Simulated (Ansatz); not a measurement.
# Work function of Ir(111): what the settings cost and change, part 2 of 2

How far do functional and pseudopotentials move the work function of Ir(111), and at what cost?

Ansatz 0.2.0; plane-wave DFT, PBE, Ansatz PAW (the session's first sound run).

So far, work function, upper face (eV): step 2 (slab, setting PBE, Ansatz PAW (420 eV)) 5.50; step 5 (RPBE) 5.35; step 6 (r2SCAN) 5.55; step 7 (PBE JTH) 5.51; step 8 (PBE norm-conserving) 5.50.

## 9. Slab

This step: plane-wave DFT, LDA, norm-conserving (Ansatz 0.2.0).

Input file input.yaml:

```yaml
crystal:
  lattice:
    - [2.7152900398, 0.0, 0.0]
    - [1.3576450199, 2.3515101531, 0.0]
    - [0.0, 0.0, 31.3021502021]
  atoms:
    - { symbol: Ir, position: [0.0, 0.0, 0.2875201845] }
    - { symbol: Ir, position: [0.3333333333, 0.3333333333, 0.3583467896] }
    - { symbol: Ir, position: [0.6666666667, 0.6666666667, 0.4291733948] }
    - { symbol: Ir, position: [0.0, 0.0, 0.5] }
    - { symbol: Ir, position: [0.3333333333, 0.3333333333, 0.5708266052] }
    - { symbol: Ir, position: [0.6666666667, 0.6666666667, 0.6416532104] }
    - { symbol: Ir, position: [0.0, 0.0, 0.7124798155] }
kpoints:
  mp_grid: { grid: [17, 17, 1] }
hamiltonian:
  xc: lda
  pseudopotentials: { kind: nc }
scf:
  occupations: { method: fermi_dirac, width: 0.1 }
  convergence: { dr2_threshold: 1.0e-09 }
efield:
  axis: 3
  dipole_correction: true
  ramp_position: 0.97
  ramp_width: 0.06
output:
  write_potential: true
  write_density: true
  volumetric_format: npy
```

Command:

```
$ ansatz run input.yaml --threads 4 --pin off --max-ram 6144MiB --backend cpu --events-out ev --progress --plain --runs-dir out
```

Output:

```text
[...]
Crystal: 7 atoms, lattice volume = 199.865 Å³
Basis set: ecut = 925.187132 eV, 12851 PW (Γ)
Bands: 72, of which v1, the nominal top of the filled ones, is band 60 counted from 1 (59 counted from 0)
Symmetry: 6 space group operations
k-points: 33 of 289 (time reversal used)
[...]
k-point 0: bands = [... 56 lower, 8.4273, 8.4317, 8.4317, 8.6317, 8.6317, 9.0521, 9.0521, 9.3664, ... 8 higher]
  k-point 1: bands = [... 56 lower, 8.1705, 8.4486, 8.4916, 8.6680, 8.6852, 8.8829, 8.9876, 9.0699, ... 8 higher]
  k-point 2: bands = [... 56 lower, 7.9163, 8.0926, 8.2609, 8.3798, 8.4910, 8.7508, 8.9587, 9.1093, ... 8 higher]
  k-point 32: bands = [... 56 lower, 9.5295, 9.7348, 9.8278, 10.0428, 10.1395, 10.2647, 10.3267, 14.6264, ... 8 higher]
[key lines of the parts left out:]
SCF converged after 8 iterations
Free energy (F): -21895.615173 eV
Fermi energy:    9.646986 eV
Dipole field:    D = 0.000001 V/Å  (p = 0.000001 e·Å, saw-weighted, corrected)
Work function:   Φ+ = 5.8690 eV   Φ− = 5.8691 eV
```

The job ended after 75 s (4 threads of AMD EPYC 7R43, shared host; peak memory 2.1 GiB).

The work function is 5.869 eV, +0.365 eV from the run “PBE, Ansatz PAW (420 eV)”, at 3.4 times its CPU time.

## 10. Run, setting PBE, all layers relaxed

This step: plane-wave DFT, PBE, Ansatz PAW (Ansatz 0.2.0).

input.yaml, as its differences from that of step 9:

```diff
@@ -16,4 +16,3 @@
 hamiltonian:
-  xc: lda
-  pseudopotentials: { kind: nc }
+  xc: pbe
 scf:
@@ -26,2 +25,5 @@
   ramp_width: 0.06
+relax:
+  f_tol: 0.01
+  max_steps: 40
 output:
```

Output:

```text
[...]
Crystal: 7 atoms, lattice volume = 199.865 Å³
Basis set: ecut = 420 eV, 3927 PW (Γ), exchange–correlation on 40×40×432 points (8 copies of the dense FFT grid, shifted against one another)
Bands: 72, of which v1, the nominal top of the filled ones, is band 60 counted from 1 (59 counted from 0)
Symmetry: 6 space group operations
[...]
atoms:
    - { symbol: Ir, position: [-1.994713e-18, 0, 0.286473] }
    - { symbol: Ir, position: [0.333333, 0.333333, 0.356782] }
    - { symbol: Ir, position: [0.666667, 0.666667, 0.428082] }
    - { symbol: Ir, position: [0, 0, 0.500000] }
    - { symbol: Ir, position: [0.333333, 0.333333, 0.571918] }
    - { symbol: Ir, position: [0.666667, 0.666667, 0.643218] }
    - { symbol: Ir, position: [1.994714e-18, 0, 0.713527] }
[key lines of the parts left out:]
SCF converged after 7 iterations
Free energy (F): -83545.461470 eV
Fermi energy:    9.984949 eV
Dipole field:    D = 0.000000 V/Å  (p = 0.000000 e·Å, saw-weighted, corrected)
Work function:   Φ+ = 5.4983 eV   Φ− = 5.4984 eV
```

Elapsed: 64 s, on 4 threads; peak memory 0.83 GiB.

The relaxation took 4 steps and lowered the energy by 0.019 eV; the largest force on the free atoms ends at 0.0020 eV/Å.

The work function is 5.498 eV, -0.006 eV from the run “PBE, Ansatz PAW (420 eV)”, at 2.9 times its CPU time.

## 11. Run

This step: plane-wave DFT, PBE, fully relativistic PAW with spin-orbit coupling (Ansatz 0.2.0).

input.yaml, as its differences from that of step 10:

```diff
@@ -17,2 +17,3 @@
   xc: pbe
+  pseudopotentials: { kind: paw_fr }
 scf:
@@ -25,5 +26,5 @@
   ramp_width: 0.06
-relax:
-  f_tol: 0.01
-  max_steps: 40
+magnetization:
+  noncollinear: true
+  spin_orbit: true
 output:
```

Output:

```text
[...]
non-collinear run that drives no moment, with spin-orbit: no starting moment large enough to seed its density (crystal.atoms[].spin), no starting occupations that ask for one, no magnetisation constraint and no magnetic field, so the semilocal B_xc is pinned to zero
Crystal: 7 atoms, lattice volume = 199.865 Å³
[...]
k-point 1: bands = [... 115 lower, 8.8863, 8.9396, 8.9396, 9.0287, 9.0287, 9.1363, 9.1363, 9.1868, ... 21 higher]
  k-point 2: bands = [... 115 lower, 8.4148, 8.6765, 8.6765, 8.8199, 8.8199, 8.9634, 8.9634, 9.1891, ... 21 higher]
  k-point 32: bands = [... 115 lower, 10.1413, 10.2416, 10.2416, 10.4489, 10.4489, 10.5398, 10.5398, 10.6582, ... 21 higher]
[key lines of the parts left out:]
SCF converged after 11 iterations
Magnetization: |M| = 0.0000 μB,  M = (+0.0000, +0.0000, +0.0000) μB
Free energy (F): -83768.565300 eV
Fermi energy:    10.029958 eV
Dipole field:    D = -0.000002 V/Å  (p = -0.000002 e·Å, saw-weighted, corrected)
Work function:   Φ+ = 5.4916 eV   Φ− = 5.4916 eV
```

Wall time 3 min (4 threads); peak memory 3.2 GiB.

The work function is 5.492 eV, -0.012 eV from the run “PBE, Ansatz PAW (420 eV)”, at 8.4 times its CPU time.

## 12. Side by side

Times are for 4 threads of AMD EPYC 7R43, shared host. The series side by side:

| no. | setting | work function, upper face (eV) | time | memory (GiB) |
| --- | --- | --- | --- | --- |
| 1 | PBE, Ansatz PAW (420 eV) | 5.504 | 23 s | 0.94 |
| 2 | LDA, Ansatz PAW (420 eV) | 5.865 | 20 s | 0.92 |
| 3 | PBEsol, Ansatz PAW (420 eV) | 5.637 | 22 s | 0.93 |
| 4 | RPBE, Ansatz PAW (420 eV) | 5.349 | 22 s | 0.93 |
| 5 | r2SCAN, Ansatz PAW (500 eV) | 5.553 | 58 s | 1.4 |
| 6 | PBE, JTH PAW (720 eV) | 5.509 | 1.8 min | 1.5 |
| 7 | PBE, norm-conserving (925 eV) | 5.504 | 74 s | 2.1 |
| 8 | LDA, norm-conserving (925 eV) | 5.869 | 75 s | 2.1 |
| 9 | PBE, all layers relaxed | 5.498 | 64 s | 0.83 |
| 10 | PBE with spin-orbit coupling (420 eV) | 5.492 | 3 min | 3.2 |

## 13. The same run with other settings

This step: plane-wave DFT, PBE, Ansatz PAW (Ansatz 0.2.0).

An input spoilt on purpose, to show how the run answers: it repeats the earlier run “PBE, Ansatz PAW (420 eV)” with crystal.atoms[0].spin to 2.0, and scf.max_iter set to 60; its output block differs too.

input.yaml, the sections that differ from step 11:

```yaml
crystal:
  lattice:
    - [2.7152900398, 0.0, 0.0]
    - [1.3576450199, 2.3515101531, 0.0]
    - [0.0, 0.0, 31.3021502021]
  atoms:
    - { symbol: Ir, position: [0.0, 0.0, 0.2875201845], spin: 2.0 }
    - { symbol: Ir, position: [0.3333333333, 0.3333333333, 0.3583467896] }
    - { symbol: Ir, position: [0.6666666667, 0.6666666667, 0.4291733948] }
    - { symbol: Ir, position: [0.0, 0.0, 0.5] }
    - { symbol: Ir, position: [0.3333333333, 0.3333333333, 0.5708266052] }
    - { symbol: Ir, position: [0.6666666667, 0.6666666667, 0.6416532104] }
    - { symbol: Ir, position: [0.0, 0.0, 0.7124798155] }
hamiltonian:
  xc: pbe
scf:
  occupations: { method: fermi_dirac, width: 0.1 }
  convergence: { dr2_threshold: 1.0e-09 }
  max_iter: 60
# kpoints, efield, output: as in step 11
# magnetization: removed
```

Output:

```text
Error: inconsistent input (magnetization.spin_polarized): false but per-atom `spin:`, `per_species`, `initial_magnetization`, `magnetic_field`, or `spin_locking` is set
```

The job ended after 0.06 s (4 threads; peak memory 0.06 GiB; 0.05 s of CPU time).

The program refused the input before any cycle.

The program's message: “Error: inconsistent input (magnetization.spin_polarized): false but per-atom `spin:`, `per_species`, `initial_magnetization`, `magnetic_field`, or `spin_locking` is set”

The fault put into the input: a moment without spin polarisation.

## 14. Results

* work function, PBE, Ansatz PAW (420 eV): 5.504 eV
* work function, LDA, Ansatz PAW (420 eV): 5.865 eV
* work function, RPBE, Ansatz PAW (420 eV): 5.349 eV
* work function, r2SCAN, Ansatz PAW (500 eV): 5.553 eV
* work function, LDA, norm-conserving (925 eV): 5.869 eV
* work function, PBE, all layers relaxed: 5.498 eV
* work function, PBE with spin-orbit coupling (420 eV): 5.492 eV

What this shows: PBE on the default files gives 5.50 eV, and the settings tried spread the value from 5.35 to 5.87 eV. At one geometry LDA lies 0.36 eV above PBE. The choice of pseudopotentials moves the PBE value by 0.005 eV. Relaxing the layers changes it by -0.006 eV. Spin-orbit coupling, on the fully relativistic files, changes it by -0.01 eV. The ladder's slabs use the tabulated experimental lattice constant (two decimals; a low-temperature value for the alkali metals).

Comparison with the measured values:

| quantity | measured | PBE, Ansatz PAW (420 eV) | LDA, Ansatz PAW (420 eV) | RPBE, Ansatz PAW (420 eV) | LDA, norm-conserving (925 eV) | PBE, all layers relaxed | PBE with spin-orbit coupling (420 eV) |
| --- | --- | --- | --- | --- | --- | --- | --- |
| work function (clean (111) face, a compiled value) (eV) | 5.78 | 5.50 (-0.28 eV) | 5.87 (+0.09 eV) | 5.35 (-0.43 eV) | 5.87 (+0.09 eV) | 5.50 (-0.28 eV) | 5.49 (-0.29 eV) |

Measured values from arxiv:1902.07811 (2019).

Verdict: For the work function, of the levels listed nearest comes LDA, Ansatz PAW (420 eV) (+0.09 eV, good agreement) and farthest RPBE, Ansatz PAW (420 eV) (-0.43 eV, a clear miss).

[Long decimals in the printed logs are rounded to 6 places.]

[Logs are printed without paths, hosts, clocks, repeated set-up lines and the standing remarks that a program may print on its own settings, such as how far it seeks lower states.]

[Hosts, paths, dates, database ids (printed as entryN), source tags and the programs' standing remarks are cut or masked in the printed files.]

[Maps of the electrostatic potential energy from Ansatz leave out the sawtooth potential of an applied field or a dipole correction, so their vacuum need not be flat; planar profiles and work functions include it.]
